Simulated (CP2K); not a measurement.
Two runs for the C K edge of silylcyclopropane. Run A: CP2K XAS_TDP, all-electron GAPW, PBEh(45%), aug-pc-1, TDA, no relativity. Run B differs in one setting.

First lines with a strength over 0.0015. A:

| atom | energy (eV) | states | strength, one atom |
| --- | --- | --- | --- |
| C2 (bonded to 2 C, Si and H) | 283.63 | 1 | 0.0085 |
|  | 284.12 | 1 | 0.0135 |
|  | 284.27 | 1 | 0.0161 |
|  | 284.47 | 1 | 0.0041 |
|  | 284.69 | 1 | 0.0156 |
| C3 (bonded to 2 C and 2 H), 2 alike | 283.90 | 1 | 0.0058 |
|  | 284.26 | 1 | 0.0160 |
|  | 284.49 | 1 | 0.0329 |
|  | 284.86 | 1 | 0.0124 |
|  | 285.61 | 1 | 0.0019 |

B:

| atom | energy (eV) | states | strength, one atom |
| --- | --- | --- | --- |
| C2 (bonded to 2 C, Si and H) | 288.75 | 1 | 0.0083 |
|  | 289.24 | 1 | 0.0133 |
|  | 289.39 | 1 | 0.0158 |
|  | 289.59 | 1 | 0.0041 |
|  | 289.81 | 1 | 0.0153 |
| C3 (bonded to 2 C and 2 H), 2 alike | 289.49 | 1 | 0.0057 |
|  | 289.86 | 1 | 0.0157 |
|  | 290.09 | 1 | 0.0322 |
|  | 290.46 | 1 | 0.0122 |
|  | 291.21 | 1 | 0.0019 |

Which was it: the functional, GW2X switched on, the basis, scalar relativity switched on?

GW2X switched on. GW2X shifts an atom's lines together and keeps their spacings. Against PBEh(45%) in aug-pc-1, the leading lines move by +5.12 eV (C2, to 288.75) and +5.60 eV (C3, to 289.86).

[Hosts, paths, dates, database ids (printed as entryN), source tags and the programs' standing remarks are cut or masked in the printed files.]
